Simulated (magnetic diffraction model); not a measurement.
## Nd2Cd2Sn2B: the ordered moment from one line

Space group C2/m (no. 12), a = 12.0640 Å, b = 4.3860 Å, c = 7.6910 Å, β = 128.47°.

| site | atom | x | y | z |
| --- | --- | --- | --- | --- |
| 4i | Nd | 0.0619 | 0 | 0.8020 |
| 4i | Sn | 0.3264 | 0 | 0.7711 |
| 4i | Cd | 0.2010 | 1/2 | 0.5964 |
| 2d | B | 0 | 1/2 | 1/2 |

This is a made-up structure (elements placed in a structure type, unrelaxed), so the numbers test the method and describe no known phase.

Only Nd is taken to order (form factors of Nd3+); orders and moment sizes are assumed, and not adapted to the symmetry. Radiation: neutrons of λ = 2.52 Å (absorption by B and Cd left out), 8° to 65°; isotropic B of 0.26 Å² (Nd), 0.35 Å² (Sn), 0.34 Å² (Cd) and 0.53 Å² (B). Simulated constant-wavelength pattern: nuclear and magnetic terms add, the magnetic one as |2.695 fm × Σ f S⊥ exp(2πi Q·r) exp(−B s²)|², summed over all Q at one angle with the factor 1/(sin²θ cos θ). For collinear order S is the moment m, which repeats by lattice and centring translations R with the sign exp(−2πi k·R). Free-ion form factors, Sears's scattering lengths of 1992, no absorption; a label names one of the reflections at its angle. The strongest nuclear line in the range is 100, and lines under 0.2 are left out.

In a first state the assumed order is k = (0 0 1/2), collinear moments along [110], 2.1 μB on Nd; signs + at (0.0619, 0, 0.8020), + at (0.9381, 0, 0.1980), with this pattern:

| 2θ (°) | index | nuclear | magnetic |
| --- | --- | --- | --- |
| 12.01 | (0 0 1/2) | 0.0 | 50.1 |
| 24.16 | (0 0 1) | 13.3 | 0.0 |
| 25.15 | (2 0 -1/2) | 0.0 | 6.1 |
| 29.66 | (2 0 -3/2) | 0.0 | 2.3 |
| 30.95 | (2 0 0) | 0.2 | 0.0 |
| 35.69 | (1 1 -1/2) | 0.0 | 19.1 |
| 36.59 | (0 0 3/2) | 0.0 | 14.6 |
| 38.26 | (2 0 -2) | 0.5 | 0.0 |
| 39.98 | (2 0 1/2) | 0.0 | 0.2 |
| 42.04 | (1 1 1/2) | 0.0 | 1.1 |
| 45.05 | (1 1 -3/2) | 0.0 | 11.0 |
| 48.88 | (2 0 -5/2) | 0.0 | 3.2 |
| 49.48 | (0 0 2) | 18.9 | 0.0 |
| 50.03 | (1 1 1) | 79.0 | 0.0 |
| 50.51 | (4 0 -2) | 8.6 | 0.0 |
| 50.55 | (3 1 -1) | 24.3 | 0.0 |
(The table stops after 16 lines; 15 more lie at higher angle.)

**Question.** Nearer the ordering temperature the line at 12.01° has total intensity 36.0 on the same scale, and all moments have shrunk alike. How large is the Nd moment?

The nuclear part, 0.0, stays, so the magnetic part is 36.0 against 50.1. It goes as m², so m = 2.1 × √(36.0/50.1) = 1.78 μB; the value used was 1.78 μB.
